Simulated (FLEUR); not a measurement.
## Collinear magnetic orders of LaCo5 with FLEUR

Aim: find out whether LaCo5 carries moments, and which collinear order costs least.

Main program and level: FLEUR MaX-R8.1; PBEsol; all-electron FLAPW, Dirac cores, scalar-relativistic bands.

Most raw output is cut from this account.

**1. Set-up**

Symmetry: P6/mmm, No. 191, hexagonal system. The conventional cell has a = 5.109 Å, b = 5.109 Å, c = 3.970 Å, α = 90.00°, β = 90.00°, γ = 120.00°. Nearest to La lie 18 Co at 2.95 to 3.24 Å. Co has 9 Co at 2.47 to 2.95 Å and 3 La at 2.95 Å nearest. Nearest to Co lie 8 Co at 2.47 to 2.55 Å and 4 La at 3.24 Å. Farther neighbours are not listed.

Coordinates:

```cif
data_structure
_symmetry_space_group_name_H-M 'P 1'
_symmetry_Int_Tables_number 1
_cell_length_a 5.1090
_cell_length_b 5.1090
_cell_length_c 3.9700
_cell_angle_alpha 90.000
_cell_angle_beta 90.000
_cell_angle_gamma 120.000
_cell_volume 89.74
loop_
_atom_site_label
_atom_site_type_symbol
_atom_site_fract_x
_atom_site_fract_y
_atom_site_fract_z
_atom_site_occupancy
La1 La 0.00000 0.00000 0.00000 1
Co2 Co 0.33333 0.66667 0.00000 1
Co3 Co 0.66667 0.33333 0.00000 1
Co4 Co 0.50000 0.00000 0.50000 1
Co5 Co 0.50000 0.50000 0.50000 1
Co6 Co 0.00000 0.50000 0.50000 1
```

**2. Start 1: ferro +++++**

The parallel start comes first: it shows whether parallel moments hold.

inpgen writes inp.xml from crystal.txt; cutoffs, mixing, functional, smearing and local orbitals are then set in the file. The k list default-1 (kpts.xml, not shown) is a Γ-centred 8×8×8 mesh; where the ranks do not divide the number of points, some are split in two of half the weight.

The input, inp.xml:

```
<?xml version="1.0" encoding="UTF-8" standalone="no"?>
<fleurInput fleurInputVersion="0.39">
   <comment>
      LaCo5
   </comment>
   <calculationSetup>
      <cutoffs Kmax="3.6" Gmax="10.8" GmaxXC="10.8" numbands="0"/>
      <scfLoop itmax="90" minDistance="0.00002" maxIterBroyd="15" imix="Anderson" alpha="0.05" precondParam="0.0" spinf="2.0" sdNocoIR="T"/>
      <coreElectrons ctail="T" frcor="F" kcrel="0" coretail_lmax="0"/>
      <xcFunctional name="PBEs" relativisticCorrections="F"/>
      <magnetism jspins="2"/>
      <soc l_soc="F" theta="0.0" phi="0.0" spav="F"/>
      <expertModes spex="0" secvar="F"/>
      <geometryOptimization l_f="F" forcealpha="1.0" forcemix="BFGS" epsdisp="0.00001" epsforce="0.00001"/>
      <ldaU l_linMix="F" mixParam="0.05" spinf="1.0"/>
   </calculationSetup>
   <cell>
      <bzIntegration valenceElectrons="96.0" mode="hist" fermiSmearingEnergy="0.00293995">
         <kPointListSelection listName="default-1"/>
         <xi:include xmlns:xi="http://www.w3.org/2001/XInclude" href="kpts.xml"> </xi:include>
      </bzIntegration>
      <xi:include xmlns:xi="http://www.w3.org/2001/XInclude" href="sym.xml"> </xi:include>
      <bulkLattice scale="1.0">
         <bravaisMatrix>
            <row-1>    9.6546107705436057     0.0000000000000000     0.0000000000000000</row-1>
            <row-2>   -4.8273053852718029     8.3611381909465745     0.0000000000000000</row-2>
            <row-3>    0.0000000000000000     0.0000000000000000     7.5022127146619999</row-3>
         </bravaisMatrix>
      </bulkLattice>
   </cell>
   <atomSpecies>
      <species name="Lanthanum (La)" element="La" atomicNumber="57">
         <mtSphere radius="2.8" gridPoints="925" logIncrement="0.014"/>
         <atomicCutoffs lmax="10" lnonsphr="8"/>
         <electronConfig flipSpins="F">
            <coreConfig>(1s1/2) (2s1/2) (2p1/2) (2p3/2) (3s1/2) (3p1/2) (3p3/2) (4s1/2) (3d3/2) (3d5/2) (4p1/2) (4p3/2) (4d3/2) (4d5/2)</coreConfig>
            <valenceConfig>(5s1/2) (5p1/2) (5p3/2) (6s1/2) (5d3/2) (5d5/2)</valenceConfig>
            <stateOccupation state="(5d3/2)" spinUp="0.200000" spinDown="0.200000"/>
            <stateOccupation state="(5d5/2)" spinUp="0.300000" spinDown="0.300000"/>
         </electronConfig>
         <energyParameters s="6" p="6" d="5" f="4"/>
         <lo type="SCLO" l="0" n="5" eDeriv="0"/>
         <lo type="SCLO" l="1" n="5" eDeriv="0"/>
      </species>
      <species name="Cobalt (Co2.000" element="Co" atomicNumber="27">
         <mtSphere radius="2.28" gridPoints="753" logIncrement="0.016"/>
         <atomicCutoffs lmax="8" lnonsphr="6"/>
         <electronConfig flipSpins="F">
            <coreConfig>(1s1/2) (2s1/2) (2p1/2) (2p3/2)</coreConfig>
            <valenceConfig>(3s1/2) (3p1/2) (3p3/2) (4s1/2) (3d3/2) (3d5/2)</valenceConfig>
            <stateOccupation state="(3d3/2)" spinUp="1.5" spinDown="1.3"/>
            <stateOccupation state="(3d5/2)" spinUp="3.0" spinDown="1.2"/>
         </electronConfig>
         <energyParameters s="4" p="4" d="3" f="4"/>
         <lo type="SCLO" l="0" n="3" eDeriv="0"/>
         <lo type="SCLO" l="1" n="3" eDeriv="0"/>
      </species>
   </atomSpecies>
   <atomGroups>
      <atomGroup species="Lanthanum (La)">
         <relPos label="                   1">.0000000000 .0000000000 .0000000000</relPos>
         <force calculate="T" relaxXYZ="TTT"/>
      </atomGroup>
      <atomGroup species="Cobalt (Co2.000">
         <relPos label="                   2">1.000/3.000 -1.000/3.000 .0000000000</relPos>
         <relPos label="                   3">-1.000/3.000 1.000/3.000 .0000000000</relPos>
         <force calculate="T" relaxXYZ="TTT"/>
      </atomGroup>
      <atomGroup species="Cobalt (Co2.000">
         <relPos label="                   4">1.000/2.000 .0000000000 1.000/2.000</relPos>
         <relPos label="                   5">1.000/2.000 1.000/2.000 1.000/2.000</relPos>
         <relPos label="                   6">.0000000000 1.000/2.000 1.000/2.000</relPos>
         <force calculate="T" relaxXYZ="TTT"/>
      </atomGroup>
   </atomGroups>
   <output dos="F" band="F" slice="F">
      <bandDOS minEnergy="-.5*Htr" maxEnergy="0.5*Htr" sigma="0.015" storeEVData="T"/>
      <plotting iplot="0" polar="F">
         <plot TwoD="T" vec1="  1.0  0.0  0.0" vec2="  0.0  1.0  0.0" vec3="  0.0  0.0  1.0" zero="  0.0  0.0  0.0" file="plot"/>
      </plotting>
      <moessbauerParams electricFieldGradient="F" isomerShift="F" coreHyperfine="F" valenceHyperfine="F"/>
   </output>
</fleurInput>
```

The input, crystal.txt:

```
LaCo5
&input film=F cartesian=F /
5.10899999998  0.00000000000  0.00000000000
-2.55449999999  4.42452378792  0.00000000000
0.00000000000  0.00000000000  3.97000000000
1.8897261246
1.0 1.0 1.0

6
57 0.00000000000  0.00000000000  0.00000000000
27 0.33333333333  0.66666666667  0.00000000000 : 2.000
27 0.66666666667  0.33333333333  0.00000000000 : 2.000
27 0.50000000000  0.00000000000  0.50000000000 : 2.000
27 0.50000000000  0.50000000000  0.50000000000 : 2.000
27 0.00000000000  0.50000000000  0.50000000000 : 2.000

&kpt div1=8 div2=8 div3=8 gamma=T /
```

Started as:

```
> OMP_NUM_THREADS=1 inpgen -f crystal.txt > inpgen.log  # inp.xml is then edited as shown
> OMP_NUM_THREADS=1 mpirun -n 4 fleur_MPI > fleur.log
```

Elapsed: 92 s, on 4 MPI ranks of Intel Xeon Platinum 8488C (Sapphire Rapids), shared host; peak memory 0.37 GiB.

Spin moment in the muffin-tin sphere by atom:

```
atom  spin moment in the muffin-tin sphere (μB)
 La1                                      -0.22
 Co2                                       1.56
 Co3                                       1.56
 Co4                                       1.54
 Co5                                       1.54
 Co6                                       1.54
```

This step gave:

- free energy: -420570.3025 eV
- program's band gap on this mesh (in a metal only a level spacing): 0.001699 eV
- magnetization: 7.02 μB
- final state: ferromagnetic, with opposed induced moments

After 27 cycles the largest moment stands at 1.56 μB.

**3. Start 2: ferri ++---**

Another pattern of signs weighs the neighbour shells otherwise.

inp.xml, as its differences from that of step 2:

```diff
@@ -57,2 +57,15 @@
       </species>
+      <species name="Cobalt (Co-2.000" element="Co" atomicNumber="27">
+         <mtSphere radius="2.28" gridPoints="753" logIncrement="0.016"/>
+         <atomicCutoffs lmax="8" lnonsphr="6"/>
+         <electronConfig flipSpins="F">
+            <coreConfig>(1s1/2) (2s1/2) (2p1/2) (2p3/2)</coreConfig>
+            <valenceConfig>(3s1/2) (3p1/2) (3p3/2) (4s1/2) (3d3/2) (3d5/2)</valenceConfig>
+            <stateOccupation state="(3d3/2)" spinUp="1.3" spinDown="1.5"/>
+            <stateOccupation state="(3d5/2)" spinUp="1.2" spinDown="3.0"/>
+         </electronConfig>
+         <energyParameters s="4" p="4" d="3" f="4"/>
+         <lo type="SCLO" l="0" n="3" eDeriv="0"/>
+         <lo type="SCLO" l="1" n="3" eDeriv="0"/>
+      </species>
    </atomSpecies>
@@ -68,3 +81,3 @@
       </atomGroup>
-      <atomGroup species="Cobalt (Co2.000">
+      <atomGroup species="Cobalt (Co-2.000">
          <relPos label="                   4">1.000/2.000 .0000000000 1.000/2.000</relPos>
```

crystal.txt, as its differences from that of step 2:

```diff
@@ -12,5 +12,5 @@
 27 0.66666666667  0.33333333333  0.00000000000 : 2.000
-27 0.50000000000  0.00000000000  0.50000000000 : 2.000
-27 0.50000000000  0.50000000000  0.50000000000 : 2.000
-27 0.00000000000  0.50000000000  0.50000000000 : 2.000
+27 0.50000000000  0.00000000000  0.50000000000 : -2.000
+27 0.50000000000  0.50000000000  0.50000000000 : -2.000
+27 0.00000000000  0.50000000000  0.50000000000 : -2.000
```

The job ended after 5 min (4 MPI ranks; peak memory 0.37 GiB).

The run stopped without converging, so none of its numbers is a property of the system.

After 90 cycles the density distance stands at 9.4e-4 me/bohr³, above the threshold of 2e-05.

**4. Run 3 (no spin polarisation)**

Without spin polarisation no moment can form, so the difference from the other runs is what forming moments gains.

inp.xml, as its differences from that of step 3:

```diff
@@ -10,3 +10,3 @@
       <xcFunctional name="PBEs" relativisticCorrections="F"/>
-      <magnetism jspins="2"/>
+      <magnetism jspins="1"/>
       <soc l_soc="F" theta="0.0" phi="0.0" spav="F"/>
@@ -44,3 +44,3 @@
       </species>
-      <species name="Cobalt (Co2.000" element="Co" atomicNumber="27">
+      <species name="Cobalt (Co)" element="Co" atomicNumber="27">
          <mtSphere radius="2.28" gridPoints="753" logIncrement="0.016"/>
@@ -50,17 +50,4 @@
             <valenceConfig>(3s1/2) (3p1/2) (3p3/2) (4s1/2) (3d3/2) (3d5/2)</valenceConfig>
-            <stateOccupation state="(3d3/2)" spinUp="1.5" spinDown="1.3"/>
-            <stateOccupation state="(3d5/2)" spinUp="3.0" spinDown="1.2"/>
-         </electronConfig>
-         <energyParameters s="4" p="4" d="3" f="4"/>
-         <lo type="SCLO" l="0" n="3" eDeriv="0"/>
-         <lo type="SCLO" l="1" n="3" eDeriv="0"/>
-      </species>
-      <species name="Cobalt (Co-2.000" element="Co" atomicNumber="27">
-         <mtSphere radius="2.28" gridPoints="753" logIncrement="0.016"/>
-         <atomicCutoffs lmax="8" lnonsphr="6"/>
-         <electronConfig flipSpins="F">
-            <coreConfig>(1s1/2) (2s1/2) (2p1/2) (2p3/2)</coreConfig>
-            <valenceConfig>(3s1/2) (3p1/2) (3p3/2) (4s1/2) (3d3/2) (3d5/2)</valenceConfig>
-            <stateOccupation state="(3d3/2)" spinUp="1.3" spinDown="1.5"/>
-            <stateOccupation state="(3d5/2)" spinUp="1.2" spinDown="3.0"/>
+            <stateOccupation state="(3d3/2)" spinUp="1.400000" spinDown="1.400000"/>
+            <stateOccupation state="(3d5/2)" spinUp="2.100000" spinDown="2.100000"/>
          </electronConfig>
@@ -76,3 +63,3 @@
       </atomGroup>
-      <atomGroup species="Cobalt (Co2.000">
+      <atomGroup species="Cobalt (Co)">
          <relPos label="                   2">1.000/3.000 -1.000/3.000 .0000000000</relPos>
@@ -81,3 +68,3 @@
       </atomGroup>
-      <atomGroup species="Cobalt (Co-2.000">
+      <atomGroup species="Cobalt (Co)">
          <relPos label="                   4">1.000/2.000 .0000000000 1.000/2.000</relPos>
```

The input, crystal.txt:

```
LaCo5
&input film=F cartesian=F /
5.10899999998  0.00000000000  0.00000000000
-2.55449999999  4.42452378792  0.00000000000
0.00000000000  0.00000000000  3.97000000000
1.8897261246
1.0 1.0 1.0

6
57 0.00000000000  0.00000000000  0.00000000000
27 0.33333333333  0.66666666667  0.00000000000
27 0.66666666667  0.33333333333  0.00000000000
27 0.50000000000  0.00000000000  0.50000000000
27 0.50000000000  0.50000000000  0.50000000000
27 0.00000000000  0.50000000000  0.50000000000

&kpt div1=8 div2=8 div3=8 gamma=T /
```

Elapsed: 42 s, on 4 MPI ranks; peak memory 0.31 GiB.

Numbers from this step:

```
free energy                                                       : -420569.5041 eV
program's band gap on this mesh (in a metal only a level spacing) : 7.20e-4 eV
final state                                                       : non-magnetic (no spin polarisation)
```

It lies 160 meV a seeded atom over the first start.

**5. Energies of the orders**

Free energies are divided by the number of seeded atoms.

Orders:

```
               start                                  final state  typed order kept  energy over the lowest (meV a seeded atom)  largest sphere moment (μB)  net moment (μB a primitive cell)  mesh matched  CPU time (s)
         ferro +++++  ferromagnetic, with opposed induced moments               yes                                           0                       1.564                              7.02           yes           366
no spin polarisation                                 non-magnetic                 -                                       159.7                           0                                 0           yes         165.8
```

**6. What came out**

| Property | Result |
| --- | --- |
| lower run | with moments |
| largest site spin moment | 1.56 μB |
| next finished state | non-magnetic, 160 meV a seeded atom higher |
| energy gained by spin polarisation | 160 meV a seeded atom |

What this shows: No opposed order could be compared. The parallel start holds moments up to 1.56 μB. 1 start gave no converged result and is missing from the ranking; where cut off, the energy had nearly settled 158 meV a seeded atom over the lowest. No antiferromagnetic order was obtained, so the session says nothing on how the moments order.

[Logs and program files are shortened in this print: banners, set-up blocks, solver, clock and traceback lines can be left out without a mark of their own.]

[Logs are printed without paths, hosts, clocks, repeated set-up lines and the standing remarks that a program may print on its own settings, such as how far it seeks lower states.]

[Hosts, paths, dates, database ids (printed as entryN), source tags and the programs' standing remarks are cut or masked in the printed files.]

[Where a cell is said to come from a database of computed structures, the database is the Materials Project.]
